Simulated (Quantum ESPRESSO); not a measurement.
# SiC(110), H on both faces, stepped through the number of layers, part 4 of 11

Aim: how the results for SiC(110), H on both faces change with the number of layers.

Quantum ESPRESSO 7.5; plane-wave DFT, PBE, GBRV ultrasoft pseudopotentials.

So far. Step 2 (Relaxing cell and ions of the reference):  The last row is no step: it is a fresh SCF in the final cell with a new plane-wave basis, +0 meV from the row before. Step 4 (Relaxation with pw.x, 3 layers): The relaxation lowers the energy by 6 meV an atom.

## (5) Ground state, 3 layers

A run with the dipole correction and no field is the reference.

Input file m0.f0.in:

```
&control
  prefix = 'm0.f0'
  outdir = './out'
  pseudo_dir = './pseudo'
  calculation = 'scf'
  tprnfor = .true.
  tefield = .true.
  dipfield = .true.
/
&system
  ibrav = 0
  nat = 10
  ntyp = 3
  ecutwfc = 40
  ecutrho = 200
  occupations = 'smearing'
  smearing = 'fd'
  degauss = 0.002
  edir = 3
  emaxpos = 0.97
  eopreg = 0.04
  eamp = 0.0
  nbnd = 18
/
&electrons
  conv_thr = 1e-09
  mixing_beta = 0.4
  electron_maxstep = 120
  mixing_mode = 'plain'
/
ATOMIC_SPECIES
  H   1.0080  h_pbe_v1.4.uspp.F.UPF
  Si  28.0850  si_pbe_v1.uspp.F.UPF
  C   12.0110  c_pbe_v1.2.uspp.F.UPF
CELL_PARAMETERS angstrom
  4.37818550200000 0.00000000000000 0.00000000000000
  0.00000000000000 3.09619996900000 0.00000000000000
  0.00000000000000 0.00000000000000 21.49118811849718
ATOMIC_POSITIONS crystal
  H   0.812603640900 0.000000000000 0.370695322200
  H   0.388094812400 0.500000000000 0.386931282400
  Si  0.004704236200 0.000000000000 0.428724280400
  C   0.245955390000 0.500000000000 0.429530120200
  Si  0.503686055400 0.500000000000 0.500000000000
  C   0.751327194600 0.000000000000 0.500000000000
  Si  0.004704236200 0.000000000000 0.571275719600
  C   0.245955390000 0.500000000000 0.570469879800
  H   0.388094812400 0.500000000000 0.613068717600
  H   0.812603640900 0.000000000000 0.629304677800
K_POINTS automatic
  4 8 1 0 0 0
```

On the command line:

```bash
$ OMP_NUM_THREADS=1 mpirun -n 4 pw.x -nk 2 -in m0.f0.in > m0.f0.out
```

Log:

```text
[banner, memory and clock lines left out]
Program PWSCF v.7.5 starts
[citation notice left out]

[...]
bravais-lattice index     =            0
     lattice parameter (alat)  =       8.2736  a.u.
     unit-cell volume          =    1965.9849 (a.u.)^3
     number of atoms/cell      =           10
     number of atomic types    =            3
     number of electrons       =        28.00
     number of Kohn-Sham states=           18
     kinetic-energy cutoff     =      40.0000  Ry
     charge density cutoff     =     200.0000  Ry
     scf convergence threshold =      1.0E-09
     mixing beta               =       0.4000
     number of iterations used =            8  plain     mixing
     Exchange-correlation= SLA  PW   PBE  PBE
                           (   1   4   3   4   0   0   0)

[...]
PseudoPot. # 1 for H  read from file:
     ./pseudo/h_pbe_v1.4.uspp.F.UPF
     Pseudo is Ultrasoft, Zval =  1.0
     Generated by new atomic code, or converted to UPF format
     Using radial grid of  615 points,  2 beta functions with:
                l(1) =   0
                l(2) =   0
     Q(r) pseudized with  8 coefficients,  rinner =    0.700

     PseudoPot. # 2 for Si read from file:
     ./pseudo/si_pbe_v1.uspp.F.UPF
     Pseudo is Ultrasoft + core correction, Zval =  4.0
     Generated by new atomic code, or converted to UPF format
     Using radial grid of  899 points,  6 beta functions with:
                l(1) =   0
                l(2) =   0
                l(3) =   1
                l(4) =   1
                l(5) =   2
                l(6) =   2
     Q(r) pseudized with  8 coefficients,  rinner =    0.900   0.900   0.900
                                                       0.900   0.900

     PseudoPot. # 3 for C  read from file:
     ./pseudo/c_pbe_v1.2.uspp.F.UPF
     Pseudo is Ultrasoft + core correction, Zval =  4.0
     Generated by new atomic code, or converted to UPF format
     Using radial grid of  721 points,  4 beta functions with:
                l(1) =   0
                l(2) =   0
                l(3) =   1
                l(4) =   1
     Q(r) pseudized with  8 coefficients,  rinner =    1.100   1.100   1.100

     atomic species   valence    mass     pseudopotential
     H                 1.00     1.00800     H ( 1.00)
     Si                4.00    28.08500     Si( 1.00)
     C                 4.00    12.01100     C ( 1.00)

     No symmetry found

[...]
number of k points=    18  Fermi-Dirac smearing, width (Ry)=  0.0020
[...]
Dense  grid:    93893 G-vectors     FFT dimensions: (  40,  27, 192)

     Smooth grid:    67201 G-vectors     FFT dimensions: (  36,  24, 180)

     Initial potential from superposition of free atoms

     starting charge      27.9978, renormalised to      28.0000

     negative rho (up, down):  8.929E-04 0.000E+00

     Adding external electric field

     Computed dipole along edir(3) :
        Dipole                0.0000 Ry au,          0.0000 Debye
        Dipole field          0.0000 Ry au,

        Potential amp.       -0.0000 Ry
        Total length         38.9880 bohr

     Starting wfcs are   28 randomized atomic wfcs

     per-process dynamical memory:    46.9 Mb

     Self-consistent Calculation

     iteration #  1     ecut=    40.00 Ry     beta= 0.40
     Davidson diagonalization with overlap
     ethr =  1.00E-02,  avg # of iterations =  3.3

     negative rho (up, down):  7.883E-04 0.000E+00

     Adding external electric field

     Computed dipole along edir(3) :
        Dipole               -0.0000 Ry au,         -0.0001 Debye
        Dipole field         -0.0000 Ry au,

        Potential amp.        0.0000 Ry
        Total length         38.9880 bohr

     total energy              =     -67.78544896 Ry
     estimated scf accuracy    <       1.62416231 Ry

     iteration #  2     ecut=    40.00 Ry     beta= 0.40
[...]
negative rho (up, down):  8.838E-04 0.000E+00

[...]
Dipole                0.0003 Ry au,          0.0008 Debye
[...]
total energy              =     -68.02207397 Ry
     estimated scf accuracy    <       0.10821448 Ry

     iteration #  3     ecut=    40.00 Ry     beta= 0.40
[...]
negative rho (up, down):  1.006E-03 0.000E+00

[...]
Dipole               -0.0008 Ry au,         -0.0020 Debye
[...]
total energy              =     -68.02432535 Ry
     estimated scf accuracy    <       0.02768333 Ry

     iteration #  4     ecut=    40.00 Ry     beta= 0.40
[...]
negative rho (up, down):  1.081E-03 0.000E+00

[...]
Dipole                0.0006 Ry au,          0.0016 Debye
[...]
total energy              =     -68.02625886 Ry
     estimated scf accuracy    <       0.00182409 Ry

     iteration #  5     ecut=    40.00 Ry     beta= 0.40
[...]
c_bands:  1 eigenvalues not converged
     c_bands:  1 eigenvalues not converged
     c_bands:  1 eigenvalues not converged
[...]
negative rho (up, down):  1.107E-03 0.000E+00

[...]
Dipole               -0.0017 Ry au,         -0.0043 Debye
[...]
total energy              =     -68.02661948 Ry
     estimated scf accuracy    <       0.00016060 Ry

     iteration #  6     ecut=    40.00 Ry     beta= 0.40
[...]
negative rho (up, down):  1.122E-03 0.000E+00

[...]
Dipole                0.0011 Ry au,          0.0029 Debye
[...]
total energy              =     -68.02668048 Ry
     estimated scf accuracy    <       0.00003732 Ry

[...]
iteration # 11     ecut=    40.00 Ry     beta= 0.40
[...]
negative rho (up, down):  1.144E-03 0.000E+00

[...]
Dipole               -0.0000 Ry au,         -0.0000 Debye
[...]
total energy              =     -68.02668787 Ry
     estimated scf accuracy    <          2.6E-09 Ry

     iteration # 12     ecut=    40.00 Ry     beta= 0.40
[...]
negative rho (up, down):  1.145E-03 0.000E+00

[...]
Dipole                0.0000 Ry au,          0.0000 Debye
[...]
total energy              =     -68.02668787 Ry
     estimated scf accuracy    <          8.2E-09 Ry

     iteration # 13     ecut=    40.00 Ry     beta= 0.40
[...]
negative rho (up, down):  1.145E-03 0.000E+00

[...]
Dipole                0.0000 Ry au,          0.0000 Debye
[...]
total energy              =     -68.02668787 Ry
     estimated scf accuracy    <          2.1E-09 Ry

     iteration # 14     ecut=    40.00 Ry     beta= 0.40
[...]
negative rho (up, down):  1.146E-03 0.000E+00

[...]
Dipole               -0.0000 Ry au,         -0.0000 Debye
[...]
End of self-consistent calculation

          k = 0.0000 0.0000 0.0000 (  8423 PWs)   bands (ev):

   -16.2817 -14.4051 -12.5143  -9.1262  -8.0480  -7.8879  -6.4224  -5.5554
    -5.5182  -4.3023  -2.9230  -2.8992  -2.7754  -1.9077   0.9695   2.3547
     2.6066   3.0810

          k = 0.0000 0.1768 0.0000 (  8378 PWs)   bands (ev):

   -16.0875 -14.2362 -12.4168  -9.0279  -8.0424  -7.7539  -6.2829  -5.5414
    -5.4483  -5.2360  -3.6642  -3.0592  -2.7913  -2.6380   1.5521   2.8296
     2.9544   3.4156

[...]
the Fermi energy is    -0.3887 ev

!    total energy              =     -68.02668787 Ry
     estimated scf accuracy    <          5.2E-11 Ry
     smearing contrib. (-TS)   =       0.00000000 Ry
     internal energy E=F+TS    =     -68.02668787 Ry

     The total energy is F=E-TS. E is the sum of the following terms:
     one-electron contribution =    -754.49977289 Ry
     hartree contribution      =     383.56828620 Ry
     xc contribution           =     -27.05186865 Ry
     ewald contribution        =     329.95666746 Ry
     electric field correction =       0.00000000 Ry

     convergence has been achieved in  14 iterations

     negative rho (up, down):  1.146E-03 0.000E+00

     Forces acting on atoms (cartesian axes, Ry/au):

     atom    1 type  1   force =     0.00004454   -0.00000000    0.00000902
     atom    2 type  1   force =     0.00004239   -0.00000000   -0.00007044
     atom    3 type  2   force =    -0.00051258    0.00000000    0.00002416
     atom    4 type  3   force =     0.00030455    0.00000000    0.00024139
     atom    5 type  2   force =     0.00031185   -0.00000000    0.00000001
     atom    6 type  3   force =    -0.00006970    0.00000001    0.00000047
     atom    7 type  2   force =    -0.00051258    0.00000000   -0.00002439
     atom    8 type  3   force =     0.00030455   -0.00000000   -0.00024116
     atom    9 type  1   force =     0.00004241   -0.00000000    0.00007020
     atom   10 type  1   force =     0.00004457   -0.00000000   -0.00000926

     Total force =     0.000974     Total SCF correction =     0.000007

[...]
```

It took 26 s on 4 MPI ranks of Arm Neoverse V1, shared host; peak memory 0.41 GiB; 1.7 min of CPU time.

Read from the output:

- Fermi energy: -0.3887 eV
- dipole along the normal: 0 e·Å
- valence top, on the run's zero: -1.908 eV
- conduction bottom, on the run's zero: 0.8340 eV
- gap by band count: 2.742 eV

## (6) Electrostatic potential, 3 layers

plot_num = 11 writes the bare and Hartree potential, from which vacuum levels or, in a crystal, the mean potential are read.

Input file m0.f0.pot.in:

```
&inputpp
  prefix = 'm0.f0'
  outdir = './out'
  filplot = 'm0.f0.pot.dat'
  plot_num = 11
/
```

On the command line:

```bash
$ OMP_NUM_THREADS=1 mpirun -n 4 pp.x -in m0.f0.pot.in > m0.f0.pot.out
```

Log:

```text
[banner, memory and clock lines left out]
Program POST-PROC v.7.5 starts

          URL

     ./out/m0.f0.save/

     IMPORTANT: XC functional enforced from input :
     Exchange-correlation= PBE
                           (   1   4   3   4   0   0   0)
     Any further DFT definition will be discarded
     Please, verify this is what you really want

     negative rho (up, down):  1.146E-03 0.000E+00

     Adding external electric field

     Computed dipole along edir(3) :
        Dipole               -0.0000 Ry au,         -0.0000 Debye
        Dipole field         -0.0000 Ry au,

        Potential amp.        0.0000 Ry
        Total length         38.9880 bohr

     Calling punch_plot, plot_num =  11

     Adding external electric field

     Computed dipole along edir(3) :
        Dipole               -0.0000 Ry au,         -0.0000 Debye
        Dipole field         -0.0000 Ry au,

        Potential amp.        0.0000 Ry
        Total length         38.9880 bohr

     Writing data to file  m0.f0.pot.dat
     Message from routine chdens:
     namelist plot not found or invalid, exiting
```

Wall time 0.98 s (4 MPI ranks); peak memory 0.11 GiB.

Numbers from this step:

- slope of the potential above: -3.18e-7 eV/Å
- upper vacuum line continued to the top atoms, over the valence top: 5.258 eV
- slope of the potential below: -2.70e-6 eV/Å
- lower vacuum line continued to the bottom atoms, over the valence top: 5.258 eV
- vacuum level at the upper face over the valence top of the mesh: 5.258 eV
- vacuum level at the lower face over the valence top of the mesh: 5.258 eV

Electrostatic potential energy of an electron, with the sawtooth; zero at the highest filled level of the SCF mesh. The potential energy, planar mean by z:

```
z (Å)  potential energy, planar mean (eV)
    0                                5.26
    1                                5.26
    2                                5.26
    3                                5.26
    4                                5.26
    5                                5.26
    6                                5.25
    7                                5.06
    8                                1.86
    9                               -9.16
   10                               -2.92
   11                               -9.26
   12                               -8.87
   13                              -0.871
   14                                4.33
   15                                5.22
   16                                5.26
   17                                5.26
   18                                5.26
   19                                5.26
   20                                5.26
   21                                5.26
```

(Continued in part 5 of 11.)

[Logs are printed without paths, hosts, clocks, repeated set-up lines and the standing remarks that a program may print on its own settings, such as how far it seeks lower states.]

[Hosts, paths, dates, database ids (printed as entryN), source tags and the programs' standing remarks are cut or masked in the printed files.]

[Maps of the electrostatic potential energy from Ansatz leave out the sawtooth potential of an applied field or a dipole correction, so their vacuum need not be flat; planar profiles and work functions include it.]
